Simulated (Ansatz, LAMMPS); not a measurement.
# Settings and their price: liquid (Na,Rb,Li)(F,Br) at 900 K (118 atoms)

Density of this cell: 2.56 g/cm³. The cell holds 118 atoms: 18 Na, 19 Rb, 22 Li, 33 F and 26 Br. Cell: a = 14.703 Å, b = 14.703 Å, c = 14.703 Å, α = 90.0°, β = 90.0°, γ = 90.0°. 118 atoms (18 Na, 19 Rb, 22 Li, 33 F, 26 Br) placed at random at 2.56 g/cm³, melted at 1800 K for 10 ps at fixed volume with the Lennard-Jones and Coulomb ion parameters for SPC/E (Joung and Cheatham, J. Phys. Chem. B 112, 9020 (2008)), full charges. Snapshot at the end of a hold of 20 ps at 900 K and fixed volume.

Geometry: as built.

Reference run: Kohn-Sham DFT, PBE, PAW (set soft_2), plane waves (Ansatz 0.2.0), cutoff 420 eV, Γ point, fixed occupations.

```
r.m.s. force component                           : 0.3368 eV/Å
pressure                                         : -1.563 GPa
gap (highest filled to lowest empty level) : 3.463 eV
SCF cycles                                       : 10
time                                             : 16 s on 8 threads of AMD EPYC 9R45, shared host
```

**Question.** The same geometry is run again with each of these changes. How far do the results move, and how long does each run take?
- support functions low
- support functions medium
- support functions medium, radius 4.25 Å
- support functions medium, radius 4.55 Å

Differences are against the plane-wave reference (Kohn-Sham DFT, PBE, PAW (set soft_2), plane waves), whose r.m.s. force component is 0.337 eV/Å. Energies are set beside the reference only for runs with its functional, potentials and electron count. Times are for 8 threads of AMD EPYC 9R45, shared host. The reference's time includes the DOS, ELF, the stress and grids, which some other runs skip.

```
                                    run  Δ force, r.m.s. (meV/Å)  share of r.m.s. force (%)  Δ energy (meV/atom)  Δ gap (eV)  cycles  time  host memory (GiB)
                              reference                        -                          -                    -           -      10  16 s                4.5
                  support functions low                    0.371                       0.11                -2.42     -2.0e-4      19  81 s                7.9
               support functions medium                    0.358                      0.106                -2.42     -3.0e-4      21  85 s                8.2
support functions medium, radius 4.25 Å                    0.381                      0.113                -2.42     -4.0e-4      21  79 s                7.8
support functions medium, radius 4.55 Å                    0.341                      0.101                -2.42     -2.0e-4      21  93 s                8.6
```

Among numerical settings the force difference runs from 0.34 meV/Å (support functions medium, radius 4.55 Å) to 0.38 meV/Å (support functions medium, radius 4.25 Å). At 118 atoms the fastest of the runs at a preset level, support functions low, takes roughly 5.1 times the time of plane waves (whose run also made extra analyses, so the like-for-like ratio is larger), in 19 SCF cycles against 10. Differences between support functions and plane waves include what basis error the plane-wave run still has. The force difference hardly changes among these support-function runs, which points to the basis of the plane-wave reference as its main source. 

[Logs are printed without paths, hosts, clocks, repeated set-up lines and the standing remarks that a program may print on its own settings, such as how far it seeks lower states.]

[Hosts, paths, dates, database ids (printed as entryN), source tags and the programs' standing remarks are cut or masked in the printed files.]
